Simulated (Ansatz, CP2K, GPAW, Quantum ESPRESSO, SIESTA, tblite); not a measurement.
# tblite on twisted graphene monolayer on bilayer, 77.90° (186 atoms): settings against a plane-wave reference

How do the settings of tblite change the result for twisted graphene monolayer on bilayer, 77.90° (186 atoms)? A plane-wave run serves as the yardstick.

Main program and level: tblite 0.8.0; the method is named at each step.

## 1. Starting point

The cell holds 186 atoms: 186 C. Cell: a = 13.697 Å, b = 13.697 Å, c = 20.690 Å, α = 90.0°, β = 90.0°, γ = 120.0°. It derives from C (graphene). Graphene (a = 2.46 Å) under graphene (a = 2.46 Å), monolayer on bilayer, commensurate cell of 31 unit cells a layer, twist 77.90 deg; facing planes 3.32, 3.37 Å apart as built; 14 Å of vacuum; minimised with a classical potential. Then every atom was moved at random, 0.03 Å r.m.s. a Cartesian component. Regions: layer 1, 62 atoms (62 C); layer 2, 62 atoms (62 C); layer 3, 62 atoms (62 C). Vacuum lies along c.

The yardstick, on the same geometry:

| Property | Result |
| --- | --- |
| method | Kohn-Sham DFT, PBE, PAW, plane waves (Ansatz 0.2.0); cutoff 420 eV, Γ point, fermi-dirac smearing of 0.05 eV; PAW set soft_2 |
| r.m.s. force component | 1.862 eV/Å |
| longest force | 11.36 eV/Å |
| SCF cycles | 10 |
| time | 1.9 min on 4 threads of Arm Neoverse V1, shared host |
| CPU time | 7.3 min |

## 2. GFN2-xTB

Method: GFN2-xTB tight binding, diagonalisation.

run.py reads:

```python
import numpy as np
from ase.io import read
from tblite.ase import TBLite

atoms = read("structure.xyz")
atoms.calc = TBLite(method="GFN2-xTB", electronic_temperature=580, accuracy=1.0, max_iterations=250, mixer_damping=0.1, verbosity=1)
energy = atoms.get_potential_energy()
forces = atoms.get_forces()
print(f"energy {energy:.6f} eV")
print("forces (eV/A)")
for i, (a, f) in enumerate(zip(atoms, forces)):
    print(f"{i:4d} {a.symbol:2s} {f[0]:10.5f} {f[1]:10.5f} {f[2]:10.5f}")
print("charges (e)")
print(np.array2string(atoms.get_charges(), precision=4, suppress_small=True, max_line_width=110, threshold=100000))
```

structure.xyz reads:

```xyz
186
Lattice="13.69670 0.00000 0.00000 -6.84835 11.86169 0.00000 0.00000 0.00000 20.69000" Properties=species:S:1:pos:R:3 pbc="T T T"
C 0.23476 1.36979 6.96943
C 1.28585 0.50460 6.95639
C -0.65778 3.73109 6.95681
C 0.40659 2.79402 6.95887
C -1.50314 5.97699 6.93777
C -0.49746 5.05427 6.93549
C -2.41069 8.28812 7.01681
C -1.36426 7.40798 6.97729
C -3.30289 10.56319 7.00750
C -2.16278 9.73952 6.96756
C 2.58354 1.04917 6.94584
C 3.70996 0.09335 6.94543
C 1.77749 3.32685 6.92412
C 2.83042 2.41148 6.91253
C 0.81625 5.58460 6.95432
C 1.97541 4.74978 6.95329
C 0.02486 7.90641 6.97687
C 1.13443 7.02675 6.95618
C -0.85947 10.15954 7.01225
C 0.26099 9.31344 6.90549
C 5.09079 0.65571 6.91584
C -0.68648 11.59172 6.97646
C 4.21400 2.95083 6.93218
C 5.34527 1.99253 6.93322
C 3.25577 5.17585 6.89432
C 4.46280 4.35443 6.95929
C 2.48136 7.53680 6.92225
C 3.57443 6.63235 6.97832
C 1.53293 9.81531 6.99053
C 2.61381 8.93695 7.01598
C 7.52106 0.23830 6.98246
C 1.80057 11.20906 6.96819
C 6.62735 2.50626 6.95267
C 7.74761 1.65743 6.95205
C 5.73001 4.91525 6.94336
C 6.86602 3.92219 6.97853
C 4.89205 7.09543 6.96177
C 6.00635 6.22798 6.96115
C 3.96170 9.45816 6.98701
C 5.11729 8.53650 6.96446
C 3.08950 11.72564 6.91812
C 4.16126 10.83340 6.99301
C 9.11659 2.17484 6.93343
C 10.15104 1.23623 6.91480
C 8.16234 4.48858 6.95660
C 9.22815 3.59267 6.95887
C 7.27733 6.75760 6.99819
C 8.38676 5.89146 6.97460
C 6.40074 9.03908 6.97108
C 7.51867 8.13688 6.92453
C 5.54600 11.35365 6.99032
C 6.65324 10.48751 6.92515
C 11.49139 1.78898 6.97460
C 12.54748 0.87077 6.96053
C 10.58762 4.05041 6.95287
C 11.68068 3.20455 6.94667
[... 126 atom lines left out ...]
C -2.07300 4.67327 13.71726
C -1.72667 3.31404 13.72326
C -0.47822 2.84242 13.72140
C -0.25750 1.42150 13.74664
```

Run with:

```
$ OMP_NUM_THREADS=1 python run.py > output.txt
```

Log:

```text
------------------------------------------------------------
  cycle        total energy    energy error   density error
------------------------------------------------------------
      1     -400.7676588922  -4.0885935E+02   1.4972016E-01
      2     -400.7726019428  -4.9430506E-03   1.3463111E-01
      3     -400.7535028982   1.9099045E-02   9.8632588E-03
      4     -400.7759614249  -2.2458527E-02   1.9525340E-03
      5     -400.7762541377  -2.9271289E-04   1.4416768E-03
      6     -400.7762851851  -3.1047402E-05   1.0157482E-03
      7     -400.7762917728  -6.5876213E-06   3.5127936E-04
      8     -400.7763076358  -1.5863018E-05   5.2106309E-05
      9     -400.7763079842  -3.4842031E-07   3.1833361E-05
     10     -400.7763080947  -1.1048081E-07   1.8741780E-05
------------------------------------------------------------
 total:                                  12.680 sec
energy -10905.678829 eV
forces (eV/A)
   0 C    -3.37799    1.81484   -0.10005
   1 C     1.76431   -0.06039    0.06094
   2 C    -2.01423   -4.62865   -0.04159
   3 C     1.94488    0.36088   -0.07317
   4 C    -4.26846    1.66982    0.45271
   5 C     3.06868    3.12152    0.12840
   6 C    -1.63925    1.91201   -0.61333
   7 C     3.64964   -1.47829    0.00273
   8 C    -0.91757    0.69915   -0.57989
   9 C    -1.72629   -3.10880    0.67669
  10 C     2.23835   -2.48823   -0.10200
  11 C     0.82790    2.47126    0.08887
  12 C    -2.30312   -0.32401    0.26578
  13 C     2.47071    1.82256    0.20703
  14 C     2.46281    1.93029   -0.03996
  15 C    -2.33386   -2.03424   -0.32608
  16 C    -0.80075    0.16867   -0.44734
  17 C    -1.02994   -1.64872   -0.12451
  18 C     0.35984    2.61467   -0.76731
  19 C    -1.99455   -1.41043    1.14380
  20 C    -1.93267   -3.43864    0.47797
  21 C     1.73478    0.02964    0.03460
  22 C     0.20482   -1.52694   -0.00554
  23 C    -2.80046    2.99936    0.00330
[...]
178 C     3.10824   -0.01600    0.04540
 179 C    -2.60003   -0.61085   -0.44292
 180 C    -3.68409    0.64421    0.22197
 181 C    -0.92274    0.62235    0.26636
 182 C     4.86844    2.60493   -0.04493
 183 C    -3.79121    0.42997   -0.07090
 184 C     5.24114   -1.08296   -0.17106
 185 C     0.58002   -0.20085   -0.52764
charges (e)
[-0.0022  0.0085  0.0071 -0.0073 -0.0013  0.0193  0.0013  0.001   0.0027  0.002   0.0004 -0.0109 -0.0056
  0.0043 -0.0077  0.0075 -0.007  -0.006   0.0041  0.0041  0.0014 -0.0058 -0.0127  0.0075 -0.0028  0.0033
  0.0016 -0.0044  0.0072  0.0005 -0.0091 -0.0002  0.0066 -0.0072  0.0034 -0.0121 -0.0008  0.013  -0.006
 -0.0038  0.0095 -0.0008 -0.0026  0.0029  0.0053  0.0019  0.0056 -0.0018 -0.0026  0.0022 -0.0014 -0.0039
 -0.0032 -0.0007 -0.0032 -0.0009 -0.0001 -0.0064  0.0038 -0.0075  0.0061  0.0037  0.0048 -0.0002 -0.0049
  0.0037  0.0064 -0.0005  0.0013 -0.0065 -0.     -0.0091 -0.007   0.     -0.0006 -0.0081 -0.0019 -0.0057
 -0.0025  0.0122  0.0079 -0.0033  0.0023  0.009   0.0018  0.0073  0.0027 -0.0012 -0.0019  0.0045 -0.0028
 -0.0009 -0.016   0.0074  0.0042 -0.0164  0.0026 -0.0067 -0.0057  0.0042  0.0023  0.0035  0.0014 -0.0071
  0.0014  0.0055  0.0056  0.0026  0.0096 -0.008  -0.0069 -0.0035 -0.0028 -0.0025  0.0024  0.0008 -0.0029
  0.0047 -0.0049  0.0039  0.0039 -0.0008  0.0043  0.0067 -0.0044  0.0061  0.0069 -0.0051  0.0097 -0.0093
 -0.0017 -0.0121  0.002  -0.0012 -0.0134  0.0052  0.0065 -0.0095 -0.0026 -0.0002  0.0027 -0.0029 -0.0021
 -0.0041 -0.0009 -0.0002  0.0129 -0.0091 -0.0016  0.0064  0.0057  0.0038 -0.002  -0.0006  0.004  -0.0006
 -0.0021 -0.0095 -0.0111  0.0031  0.001   0.0016 -0.0079 -0.005   0.0072  0.0076 -0.0039  0.0107  0.0028
 -0.0003  0.0001  0.0054  0.0042  0.0001  0.0026  0.0054 -0.0012 -0.0066  0.0006 -0.0007 -0.0091  0.0061
 -0.0015  0.0151  0.0018 -0.0044]
```

The job ended after 14 s (1 thread of Arm Neoverse V1, shared host; peak memory 0.2 GiB).

Banners, paths, timers and routine set-up lines are dropped from the logs unmarked, and long logs keep their key lines alone; longer cuts are marked.

Against the reference:

```
r.m.s. force component                  : 1.77 eV/Å
r.m.s. difference of force components   : 134 meV/Å
longest difference of force vectors     : 439.6 meV/Å
force difference over r.m.s. force      : 7.194 %
slope of forces against the reference's : 0.9492
correlation of force components         : 0.9986
```

Local excerpt of 10 atoms (numbers count through the whole input) about C129, which bears the longest force; x, y, z are measured from there.

```csv
atom,x,y,z,distance (Å),bonds,Mulliken charge (e),Fx,Fy,Fz (eV/Å)
C129,0.00,0.00,0.00,0.00,3,0.01,-8.89,-6.61,-0.18
C168,0.94,0.83,-0.02,1.26,3,0.01,9.22,4.62,-0.01
C130,0.14,-1.45,-0.03,1.46,3,-0.01,0.87,0.84,0.53
C158,-1.41,0.46,0.01,1.49,3,-0.01,0.42,-0.13,0.01
C167,0.78,2.24,-0.02,2.37,3,0.00,-0.29,1.01,0.08
C135,2.37,0.31,-0.01,2.39,3,-0.01,-1.24,1.22,-0.14
C133,1.49,-1.96,0.03,2.46,3,0.00,-1.78,0.38,-0.42
C157,-1.61,1.86,0.02,2.46,3,0.00,-3.37,-0.56,-0.48
C127,-1.00,-2.31,0.00,2.52,3,0.01,3.44,-1.75,-0.20
C125,-2.55,-0.41,0.00,2.58,3,0.00,1.54,-1.22,0.11
```

Atoms are counted from 1 here, from 0 in the log.

Forces lie 7.2 % from the reference's, at 0.031 times its CPU time (on 1 against 4 cores).

## 3. GFN1-xTB

Method: GFN1-xTB tight binding, diagonalisation.

run.py, as its differences from that of step 2:

```diff
@@ -5,3 +5,3 @@
 atoms = read("structure.xyz")
-atoms.calc = TBLite(method="GFN2-xTB", electronic_temperature=580, accuracy=1.0, max_iterations=250, mixer_damping=0.1, verbosity=1)
+atoms.calc = TBLite(method="GFN1-xTB", electronic_temperature=580, accuracy=1.0, max_iterations=250, mixer_damping=0.1, verbosity=1)
 energy = atoms.get_potential_energy()
```

structure.xyz is that of step 2.

Log:

```text
------------------------------------------------------------
  cycle        total energy    energy error   density error
------------------------------------------------------------
      1     -395.2152072301  -4.0211826E+02   9.2293344E-01
      2     -395.2180045592  -2.7973291E-03   8.3053217E-01
      3     -395.2092190628   8.7854963E-03   1.4970384E-02
[...]
8     -395.2204555935  -3.7188687E-07   6.8655440E-05
      9     -395.2204558365  -2.4298726E-07   1.9050334E-05
------------------------------------------------------------
 total:                                   4.988 sec
energy -10754.496388 eV
forces (eV/A)
   0 C    -3.42303    1.82936   -0.11059
   1 C     1.79121   -0.04588    0.04614
   2 C    -2.05732   -4.69392   -0.05196
[...]
184 C     5.31938   -1.08854   -0.15025
 185 C     0.56392   -0.21685   -0.49432
charges (e)
[-0.0014  0.0085  0.0059 -0.0079 -0.0011  0.0182  0.      0.0013  0.0006  0.0032  0.0003 -0.0106 -0.0039
  0.0044 -0.0077  0.007  -0.0073 -0.0056  0.0032  0.0052  0.0019 -0.0045 -0.0131  0.0075 -0.0015  0.0024
  0.0031 -0.0054  0.0063  0.0002 -0.0091  0.0002  0.0069 -0.0054  0.0033 -0.0123 -0.0008  0.0122 -0.0057
 -0.0035  0.0092 -0.0008 -0.0015  0.0034  0.005   0.0028  0.0041 -0.002  -0.0031  0.0026 -0.0017 -0.0029
[...]
-0.     -0.0092 -0.0117  0.0034  0.0016  0.0015 -0.0076 -0.0049  0.0073  0.0064 -0.0042  0.0101  0.0041
 -0.0009  0.0005  0.0051  0.0023 -0.0006  0.0026  0.0055 -0.0006 -0.0071  0.0002 -0.001  -0.0083  0.0056
 -0.0006  0.015   0.0015 -0.0045]
```

Run time: 5.8 s. Hardware: 1 thread; peak memory 0.2 GiB.

Numbers from this run, and their distance from the reference:

```yaml
r_m_s_force_component: 1.79 eV/Å
r_m_s_difference_of_force_components: 119.5 meV/Å
longest_difference_of_force_vectors: 410.5 meV/Å
force_difference_over_r_m_s_force: 6.418 %
slope_of_forces_against_the_reference_s: 0.9599
correlation_of_force_components: 0.9986
```

Against the first run (7.2 %), the force difference from the reference is 6.4 %, at 0.42 times the CPU time.

## 4. Side by side

Differences are against the plane-wave reference, forces as r.m.s. over components; share is that over the reference's r.m.s. force, slope the least-squares factor from reference forces to these. Total energies of different programs have different zeros and aren't compared.

```csv
run,"Δ force, r.m.s. (meV/Å)",share (%),slope,cores,CPU time,memory (GiB)
reference,-,-,-,4,7.3 min,4.5
tblite GFN2-xTB,134,7.19,0.949,1,13 s,0.2
tblite GFN1-xTB,120,6.42,0.960,1,5.7 s,0.2
```

CPU time is summed over cores on a shared host, where runs went side by side, so it is rough. Symmetry, cutoffs, thresholds, outputs and thread counts weren't matched or tuned between programs; memory under MPI is the largest rank's times the ranks.

## 5. What came out

| Quantity | Value |
| --- | --- |
| nearest in forces | tblite GFN1-xTB, 6.4 % |
| its CPU time | 5.7 s |

**Reading.** Tight binding differs by 6.4 % (tblite GFN1-xTB) to 7.2 % (tblite GFN2-xTB); it is another model, with fitted parameters of its own, and the xTB methods hold dispersion. Of the electronic-structure runs that take under half the reference's CPU time, tblite GFN1-xTB comes nearest, at 6.4 % in 5.7 s against 7.3 min. Periodic xTB results under one method name differ between programs and library versions. The reference's PBE has no dispersion term, which matters for the binding between molecules or layers. One k-point is far too coarse for the carbon or group-IV sheet, and it can put spurious forces of up to about 1 eV/Å on the sheet's atoms. The electronic-structure runs sample only Γ, in a cell whose shortest periodic width is 12 Å.

[Also dropped from logs without a mark: logging warnings of Python, and SIESTA's first energy breakdown and zero terms.]

[Logs are printed without paths, hosts, clocks, repeated set-up lines and the standing remarks that a program may print on its own settings, such as how far it seeks lower states.]

[Hosts, paths, dates, database ids (printed as entryN), source tags and the programs' standing remarks are cut or masked in the printed files.]
